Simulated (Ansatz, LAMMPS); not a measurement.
# Relaxing glassy 35SiO2-35B2O3-15MgO-15K2O (mol %) (92 atoms)

Aim: bring glassy 35SiO2-35B2O3-15MgO-15K2O (mol %) (92 atoms) to a nearby minimum of the energy and see what moves.

Main program and level: Ansatz 0.2.0; Kohn-Sham DFT, revPBE, PAW (set soft_2), plane waves.

Most raw output is cut from this account.

**1. The starting structure**

The cell holds 92 atoms: 9 Si, 18 B, 4 Mg, 8 K and 53 O. Its edges and angles: a = 10.555 Å, b = 10.555 Å, c = 10.555 Å, α = 90.0°, β = 90.0°, γ = 90.0°. 92 atoms (9 Si, 18 B, 4 Mg, 8 K, 53 O) placed at random at 2.26 g/cm³, melted at 3000 K for 20 ps at fixed volume with the Buckingham and Coulomb pair potential of Guillot and Sator (Geochim. Cosmochim. Acta 71, 1249 (2007)) with the boron terms of Wang et al. (J. Non-Cryst. Solids 498, 294 (2018)). Quenched from 3000 K to 300 K at 20 K/ps and fixed volume, held 10 ps at zero pressure, then minimised at fixed cell.

Before any run, some limits are plain. The quench rate of 20 K/ps far exceeds what a furnace or splat quench reaches, so expect more defects and frozen-in strain than in a real sample. The network of bonds at the start is that of the classical potential that made the cell. The Brillouin zone is sampled at Γ only, in a cell whose shortest periodic width is 11 Å.

**2. The classical run that made the cell**

A classical potential supplies the starting structure, since it reaches far longer times than DFT.

This step: classical MD, Buckingham and Coulomb pair potential of Guillot and Sator (Geochim. Cosmochim. Acta 71, 1249 (2007)) with the boron terms of Wang et al. (J. Non-Cryst. Solids 498, 294 (2018)) (LAMMPS 22 Jul 2025 - Update 4).

Contents of in.lmp:

```
# melt-quench of Si9B18Mg4K8O53
units metal
atom_style charge
boundary p p p
region box block 0 10.7823 0 10.7823 0 10.7823
create_box 5 box
mass 1 28.0850   # Si
mass 2 10.8100   # B
mass 3 24.3050   # Mg
mass 4 39.0983   # K
mass 5 15.9990   # O
create_atoms 1 random 9 601574 NULL overlap 1.5 maxtry 2000
create_atoms 2 random 18 601581 NULL overlap 1.5 maxtry 2000
create_atoms 3 random 4 601588 NULL overlap 1.5 maxtry 2000
create_atoms 4 random 8 601595 NULL overlap 1.5 maxtry 2000
create_atoms 5 random 53 601602 NULL overlap 1.5 maxtry 2000
pair_style buck/coul/long 9.0
pair_coeff * * 0.0 1.0 0.0
pair_coeff 1 5 50306.10 0.161 46.2978   # Si-O
pair_coeff 2 5 206941.81 0.124 35.0018   # B-O
pair_coeff 3 5 32652.64 0.178 27.281   # Mg-O
pair_coeff 4 5 2284.77 0.29 0   # K-O
pair_coeff 5 5 9022.79 0.265 85.0921   # O-O
pair_coeff 2 2 484.40 0.35 0.0   # B-B
pair_coeff 1 2 337.70 0.29 0.0   # Si-B
set type 1 charge 1.89
set type 2 charge 1.4175
set type 3 charge 0.945
set type 4 charge 0.4725
set type 5 charge -0.945
kspace_style pppm 1.0e-4
neigh_modify delay 0 every 1 check yes
thermo_style custom step time temp pe press density
thermo_modify norm yes
# [... 20 lines left out ...]
thermo 3333
fix md all npt temp 300 300 0.1 iso 0 0 1
run 10000 post no
unfix md
thermo 100
min_style cg
minimize 0 1e-3 2000 20000
write_dump all custom glass.dump id type xs ys zs modify sort id
```

Run with:

```sh
$ lmp -in in.lmp -log none -nocite
```

It took 60 s on 1 thread of Arm Neoverse V2, shared host; peak memory 0.072 GiB.

**3. Single point at the start**

A single point comes first, to see the forces before anything moves.

Contents of input.yaml:

```yaml
crystal:
  lattice:
    - [10.55479, 0.0, 0.0]
    - [0.0, 10.55479, 0.0]
    - [0.0, 0.0, 10.55479]
  atoms:
    - { symbol: Si, position: [0.04644, 0.14322, 0.20054] }
    - { symbol: Si, position: [0.13183, 0.23351, 0.92473] }
    - { symbol: Si, position: [0.40821, 0.70941, 0.57158] }
    - { symbol: Si, position: [0.92606, 0.50905, 0.08941] }
    - { symbol: Si, position: [0.56128, 0.45781, 0.9041] }
    - { symbol: Si, position: [0.92233, 0.64575, 0.83418] }
    - { symbol: Si, position: [0.4779, 0.0788, 0.70277] }
    - { symbol: Si, position: [0.25947, 0.51137, 0.90409] }
    - { symbol: Si, position: [0.7898, 0.2769, 0.21856] }
    - { symbol: B, position: [0.56958, 0.2653, 0.07418] }
    - { symbol: B, position: [0.42215, 0.44518, 0.2127] }
    - { symbol: B, position: [0.3592, 0.8633, 0.80127] }
    - { symbol: B, position: [0.23395, 0.5196, 0.62852] }
    - { symbol: B, position: [0.59963, 0.50418, 0.62467] }
    - { symbol: B, position: [0.15368, 0.75755, 0.93973] }
    - { symbol: B, position: [0.67117, 0.70258, 0.93095] }
    - { symbol: B, position: [0.77775, 0.45285, 0.43594] }
    - { symbol: B, position: [0.10553, 0.90037, 0.5855] }
    - { symbol: B, position: [0.17116, 0.47919, 0.2233] }
    - { symbol: B, position: [0.34593, 0.15362, 0.05319] }
    - { symbol: B, position: [0.77132, 0.65344, 0.25708] }
    - { symbol: B, position: [0.3161, 0.99261, 0.49255] }
    - { symbol: B, position: [0.0819, 0.15207, 0.66476] }
    - { symbol: B, position: [0.2654, 0.17967, 0.31062] }
    - { symbol: B, position: [0.31752, 0.27245, 0.64778] }
    - { symbol: B, position: [0.10103, 0.86393, 0.18047] }
    - { symbol: B, position: [0.96886, 0.51678, 0.59772] }
    - { symbol: Mg, position: [0.57604, 0.65391, 0.38153] }
    - { symbol: Mg, position: [0.06734, 0.34611, 0.45321] }
    - { symbol: Mg, position: [0.1304, 0.67977, 0.43721] }
    - { symbol: Mg, position: [0.32882, 0.45663, 0.42682] }
    - { symbol: K, position: [0.57752, 0.1905, 0.43357] }
    - { symbol: K, position: [0.83059, 0.03623, 0.4776] }
    - { symbol: K, position: [0.73964, 0.82412, 0.60514] }
    - { symbol: K, position: [0.85588, 0.99763, 0.84282] }
    - { symbol: K, position: [0.51663, 0.95994, 0.21764] }
    - { symbol: K, position: [0.3947, 0.76016, 0.14044] }
    - { symbol: K, position: [0.7994, 0.27662, 0.76085] }
    - { symbol: K, position: [0.77996, 0.95229, 0.08123] }
    - { symbol: O, position: [0.06435, 0.01326, 0.64163] }
    - { symbol: O, position: [0.05475, 0.20279, 0.05688] }
    - { symbol: O, position: [0.78787, 0.71781, 0.86933] }
    - { symbol: O, position: [0.90712, 0.57995, 0.69508] }
    - { symbol: O, position: [0.89741, 0.16749, 0.23805] }
    - { symbol: O, position: [0.69183, 0.75751, 0.26208] }
    - { symbol: O, position: [0.17368, 0.382, 0.91088] }
    - { symbol: O, position: [0.90502, 0.46942, 0.49214] }
    - { symbol: O, position: [0.04426, 0.73652, 0.85518] }
    - { symbol: O, position: [0.61825, 0.32659, 0.96017] }
    - { symbol: O, position: [0.29499, 0.15135, 0.17574] }
    - { symbol: O, position: [0.59116, 0.80353, 0.95088] }
    - { symbol: O, position: [0.931, 0.53224, 0.93848] }
    - { symbol: O, position: [0.42177, 0.02559, 0.56447] }
    - { symbol: O, position: [0.12872, 0.21807, 0.30921] }
    - { symbol: O, position: [0.4105, 0.9849, 0.80422] }
    - { symbol: O, position: [0.06349, 0.4777, 0.14935] }
    - { symbol: O, position: [0.34024, 0.28233, 0.36092] }
    - { symbol: O, position: [0.59149, 0.47096, 0.75144] }
    - { symbol: O, position: [0.42986, 0.22762, 0.70014] }
    - { symbol: O, position: [0.83951, 0.38711, 0.12496] }
    - { symbol: O, position: [0.28435, 0.06418, 0.38609] }
    - { symbol: O, position: [0.2941, 0.45898, 0.17794] }
    - { symbol: O, position: [0.52809, 0.60609, 0.57987] }
    - { symbol: O, position: [0.00177, 0.22533, 0.58107] }
    - { symbol: O, position: [0.2558, 0.82737, 0.87491] }
    - { symbol: O, position: [0.30282, 0.39746, 0.60591] }
    - { symbol: O, position: [0.28641, 0.61687, 0.5419] }
    - { symbol: O, position: [0.50573, 0.36654, 0.14913] }
    - { symbol: O, position: [0.46354, 0.52253, 0.31178] }
    - { symbol: O, position: [0.66828, 0.21018, 0.15389] }
    - { symbol: O, position: [0.26499, 0.15991, 0.9501] }
    - { symbol: O, position: [0.45018, 0.78459, 0.44401] }
    - { symbol: O, position: [0.1111, 0.82572, 0.05415] }
    - { symbol: O, position: [0.6834, 0.44916, 0.53894] }
    - { symbol: O, position: [0.25495, 0.55692, 0.75648] }
    - { symbol: O, position: [0.03102, 0.79613, 0.55749] }
    - { symbol: O, position: [0.40935, 0.47667, 0.92636] }
    - { symbol: O, position: [0.85887, 0.63008, 0.16178] }
    [... 8 atom lines left out ...]
    - { symbol: O, position: [0.47578, 0.16935, 0.04026] }
    - { symbol: O, position: [0.40448, 0.78251, 0.70597] }
    - { symbol: O, position: [0.09972, 0.50075, 0.60226] }
    - { symbol: O, position: [0.63525, 0.58028, 0.9663] }
    - { symbol: O, position: [0.23074, 0.90207, 0.53949] }
    - { symbol: O, position: [0.2045, 0.633, 0.97995] }
kpoints:
  mp_grid: { grid: [1, 1, 1] }
hamiltonian:
  xc: revpbe
scf:
  occupations: { method: fixed }
output:
  forces: true
  stress: true
  populations: true
  dos:
    method: { smearing: { sigma: 0.1 } }
    de: 0.1
    projected: { site_lists: { B: [B], K: [K], Mg: [Mg], O: [O], Si: [Si] } }
  eigenvalues: true
```

Run with:

```sh
$ ansatz run input.yaml --threads 4 --pin off --max-ram 8192MiB --backend cpu --events-out ev --progress --plain --runs-dir out
```

Wall time 16 s (4 threads of Arm Neoverse V2, shared host); peak memory 1.5 GiB.

Read from the output:

```yaml
free_energy: -58816.4650 eV
free_energy_per_atom: -639.3094 eV/atom
scf_cycles: 11
pressure: 0.5221 GPa
r_m_s_force_component: 1.001 eV/Å
longest_force: 4.718 eV/Å
fermi_energy: 4.98 eV
spacing_of_highest_filled_and_lowest_empty_level: 2.043 eV
spilling_of_the_projection: 0.009264
```

The r.m.s. force component of 1.0 eV/Å and the pressure of 0.52 GPa set the starting point.

Neighbours are counted within 1.83 Å (O-B), 2.08 Å (O-Si), 3.52 Å (O-K), 2.43 Å (O-Mg).

Length of the force by element and coordination:

| element | coordination | atoms | mean length of the force (eV/Å) | spread | least | most |
| --- | --- | --- | --- | --- | --- | --- |
| B | all | 18 | 2.12 | 1.14 | 0.475 | 4.72 |
| B | 3 | 12 | 1.88 | 0.947 | 0.475 | 3.29 |
| B | 4 | 6 | 2.58 | 1.33 | 0.837 | 4.72 |
| K | all | 8 | 1.54 | 0.478 | 0.669 | 2.46 |
| K | 5 | 2 | 1.47 | 0.0603 | 1.41 | 1.53 |
| K | 6 | 2 | 1.65 | 0.296 | 1.35 | 1.95 |
| K | 7 | 2 | 1.07 | 0.405 | 0.669 | 1.48 |
| K | 8 | 1 | 1.47 | 0 | 1.47 | 1.47 |
| K | 9 | 1 | 2.46 | 0 | 2.46 | 2.46 |
| Mg | all | 4 | 1.29 | 0.389 | 0.797 | 1.72 |
| Mg | 4 | 1 | 1.61 | 0 | 1.61 | 1.61 |
| Mg | 5 | 3 | 1.18 | 0.393 | 0.797 | 1.72 |
| O | all | 53 | 1.34 | 0.522 | 0.360 | 2.54 |
| O | 2 | 15 | 1.05 | 0.394 | 0.467 | 2.06 |
| O | 3 | 19 | 1.51 | 0.428 | 0.509 | 2.54 |
| O | 4 | 15 | 1.38 | 0.569 | 0.539 | 2.32 |
| O | 5 | 3 | 1.47 | 0.787 | 0.360 | 2.04 |
| O | 6 | 1 | 1.34 | 0 | 1.34 | 1.34 |
| Si | all | 9 | 1.93 | 0.451 | 1.10 | 2.53 |

**4. Relaxation**

The atoms are relaxed in the fixed cell, aiming at the force tolerance of the input.

input.yaml, the sections that differ from step 3:

```yaml
output:
  forces: true
relax:
  f_tol: 0.05
  max_steps: 200
# crystal, kpoints, hamiltonian, scf: as in step 3
```

The job ended after 5 min (4 threads; peak memory 1.3 GiB).

The steps of the relaxation (22 of 47):

```csv
step,energy less that of the first step (eV),largest force component (eV/Å)
1,0.0000,4.6806
3,-6.0055,0.7945
5,-7.2236,0.5658
8,-7.9777,0.2199
10,-8.1374,0.2187
12,-8.2177,0.2628
14,-8.2814,0.2726
16,-8.2965,0.2972
19,-8.3555,0.1124
21,-8.3735,0.1573
23,-8.3889,0.1088
25,-8.4010,0.0643
27,-8.4097,0.0706
29,-8.4168,0.0560
32,-8.4326,0.1063
34,-8.4813,0.2784
36,-8.5370,0.5614
38,-8.6548,0.2358
40,-8.7319,0.1780
43,-8.7796,0.1544
45,-8.7890,0.0622
47,-8.7930,0.0496
```

Relaxation steps 16, 46 were tried and not accepted.

The atoms that moved most (Å):

| atom | dx | dy | dz | length |
| --- | --- | --- | --- | --- |
| O79 | 1.299 | 0.837 | -0.785 | 1.733 |
| Mg30 | 0.600 | 1.135 | -0.707 | 1.466 |
| O83 | 0.251 | 1.210 | -0.515 | 1.339 |
| K35 | 1.030 | -0.496 | 0.127 | 1.150 |
| O57 | -1.030 | 0.418 | 0.129 | 1.119 |
| K32 | -0.638 | 0.888 | -0.090 | 1.097 |
| K34 | -0.656 | 0.121 | 0.780 | 1.026 |
| O76 | 0.111 | 0.564 | -0.840 | 1.018 |

The relaxation changed the energy by -95.6 meV/atom, and atoms moved by 0.52 Å r.m.s., 1.7 Å at most.

**5. Local order after relaxation**

Bonds before and after, by the cutoffs listed below:

```csv
pair,bonds before,bonds after,mean before (Å),mean after (Å),spread before (Å),spread after (Å)
O-B,60,60,1.425,1.426,0.041,0.061
O-Si,36,36,1.634,1.644,0.015,0.027
O-K,47,53,3.067,2.897,0.161,0.211
O-Mg,19,20,2.079,2.074,0.089,0.128
```

Density 2.41 g/cm³, 12.78 Å³ an atom.

g(r), total and by pair (bins of 0.2 Å):

```
r (Å)  total   O-O   O-B   O-Si   O-K  O-Mg   B-B
 1.30   1.53  0.00  6.80   0.00  0.00  0.00  0.00
 1.50   1.79  0.00  7.72   0.40  0.00  0.00  0.00
 1.70   1.43  0.00  0.00  12.66  0.00  0.00  0.00
 1.90   0.26  0.00  0.00   0.00  0.00  5.15  0.00
 2.10   0.20  0.00  0.00   0.22  0.00  3.60  0.00
 2.30   0.63  1.64  0.00   0.00  0.00  1.67  0.00
 2.50   1.34  3.17  0.07   0.00  0.67  0.38  0.44
 2.70   1.20  1.88  0.13   0.13  2.42  0.29  5.21
 2.90   0.83  0.87  0.18   0.23  2.10  0.50  0.36
 3.10   0.81  0.65  0.95   0.10  1.27  0.44  0.30
 3.30   1.08  0.67  1.60   1.35  0.72  0.21  0.00
 3.50   1.14  0.76  1.43   1.45  0.98  1.45  0.92
 3.70   1.23  0.78  2.10   1.64  0.48  1.41  1.24
 3.90   1.21  0.90  1.71   1.73  0.95  1.02  1.33
 4.10   1.06  0.93  1.05   1.94  0.66  1.42  0.86
 4.30   0.99  1.19  0.82   0.69  1.25  0.84  1.28
 4.50   1.02  1.11  0.85   0.87  0.87  1.52  1.42
 4.70   1.07  1.40  0.76   1.02  1.09  0.99  0.66
 4.90   1.07  1.29  0.68   0.78  0.87  1.10  1.57
 5.10   0.84  0.83  0.77   0.64  1.06  0.67  0.89
```

Bonds by pair of elements; cutoffs follow the first minimum of g(r), held within bounds set by covalent radii, and pairs that aren't listed don't count as bonded:

| pair A-B | cutoff (Å) | bonds | mean length (Å) | spread (Å) | shortest (Å) | B about A | A about B |
| --- | --- | --- | --- | --- | --- | --- | --- |
| O-B | 1.83 | 60 | 1.43 | 0.061 | 1.32 | 1.13 | 3.33 |
| O-Si | 1.95 | 36 | 1.64 | 0.027 | 1.59 | 0.679 | 4 |
| O-K | 3.38 | 53 | 2.90 | 0.211 | 2.55 | 1 | 6.62 |
| O-Mg | 2.42 | 20 | 2.07 | 0.128 | 1.91 | 0.377 | 5 |

How many atoms have how many bonded neighbours:

```
element  mean   2   3   4  5  6  7  10
      B  3.33   0  12   6  0  0  0   0
      K  6.62   0   0   0  2  2  3   1
     Mg     5   0   0   1  2  1  0   0
      O  3.19  10  23  20  0  0  0   0
     Si     4   0   0   9  0  0  0   0
```

Bond angles, per cent of each kind in bins of 5°:

| angle (°) | O-B-O | B-O-K | O-Si-O | O-Mg-O |
| --- | --- | --- | --- | --- |
| 60–65 | 0.0 | 0.0 | 0.0 | 2.4 |
| 65–70 | 0.0 | 0.0 | 0.0 | 12.2 |
| 70–75 | 0.0 | 1.7 | 0.0 | 2.4 |
| 75–80 | 0.0 | 3.4 | 0.0 | 0.0 |
| 80–85 | 0.0 | 6.8 | 0.0 | 2.4 |
| 85–90 | 0.0 | 15.3 | 0.0 | 7.3 |
| 90–95 | 0.0 | 15.3 | 0.0 | 12.2 |
| 95–100 | 1.4 | 20.3 | 7.4 | 12.2 |
| 100–105 | 5.6 | 3.4 | 13.0 | 9.8 |
| 105–110 | 23.6 | 8.5 | 29.6 | 7.3 |
| 110–115 | 23.6 | 5.1 | 40.7 | 0.0 |
| 115–120 | 15.3 | 3.4 | 5.6 | 2.4 |
| 120–125 | 23.6 | 3.4 | 1.8 | 4.9 |
| 125–130 | 6.9 | 3.4 | 0.0 | 4.9 |
| 130–135 | 0.0 | 0.0 | 0.0 | 0.0 |
| 135–140 | 0.0 | 5.1 | 1.8 | 4.9 |
| 140–145 | 0.0 | 1.7 | 0.0 | 2.4 |
| 145–150 | 0.0 | 0.0 | 0.0 | 0.0 |
| 150–155 | 0.0 | 1.7 | 0.0 | 7.3 |
| 155–160 | 0.0 | 0.0 | 0.0 | 2.4 |
| 160–165 | 0.0 | 0.0 | 0.0 | 0.0 |
| 165–170 | 0.0 | 0.0 | 0.0 | 2.4 |
| 170–175 | 0.0 | 1.7 | 0.0 | 0.0 |

Bond angles (no mean is given where the spread exceeds 20°):

```
 angle  count  mean (°)  spread (°)
 O-B-O     72       115         7.1
 B-O-K     59       102        19.8
O-Si-O     54       109         6.5
O-Mg-O     41         -           -
```

Oxygen atoms by the number of network formers (Si, P, Ge, B, Al, As, Ga) bound to them:

```
network formers bound to O  O atoms  per cent
                         0        0         0
                         1       10      18.9
                         2       43      81.1
```

Network units: each former by its oxygen neighbours and how many of them bridge to another former:

| former | O neighbours | bridging O | atoms |
| --- | --- | --- | --- |
| Si | 4 | 3 | 2 |
| Si | 4 | 4 | 7 |
| B | 3 | 2 | 6 |
| B | 3 | 3 | 6 |
| B | 4 | 3 | 2 |
| B | 4 | 4 | 4 |

Bond length by coordination (bonds to H left out):

```
element  coordination  atoms  mean bond length (Å)
      B             3     12                  1.39
      B             4      6                  1.49
      K             5      2                  2.78
      K             6      2                  2.86
      K             7      3                  2.94
      K            10      1                  2.97
     Mg             4      1                  2.08
     Mg             5      2                  2.04
     Mg             6      1                  2.13
      O             2     10                  1.55
      O             3     23                  1.92
      O             4     20                  2.20
```

Rings of the network by King's shortest-path rule, up to 12 atoms, one path for each pair of neighbours; H, halogens, alkali and alkaline-earth atoms are left out, and the last column divides by all other atoms, bonded or not:

| ring size (atoms) | rings | per network atom |
| --- | --- | --- |
| 8 | 2 | 0.025 |
| 10 | 6 | 0.075 |
| 12 | 4 | 0.05 |

For some of the pairs, g(r) has its first main peak near 2.4 Å (O-O), 1.4 Å (O-B), 1.6 Å (O-Si), 2.7 Å (O-K), 2.0 Å (O-Mg) and 2.7 Å (B-B). Counting bonds as in the table, 67 % of B atoms have 3, 38 % of K atoms have 7, 50 % of Mg atoms have 5 and 43 % of O atoms have 3 bonded neighbours. The O-B-O angle averages 115° with a spread of 7°. 81 % of the oxygens bridge two formers (Si and B) and 19 % are non-bridging. Rings of 10 atoms are the most common (50 % of those counted); sizes run from 8 to 12, where the search stops.

[end of part 1 of 2]

[Logs are printed without paths, hosts, clocks, repeated set-up lines and the standing remarks that a program may print on its own settings, such as how far it seeks lower states.]

[Hosts, paths, dates, database ids (printed as entryN), source tags and the programs' standing remarks are cut or masked in the printed files.]
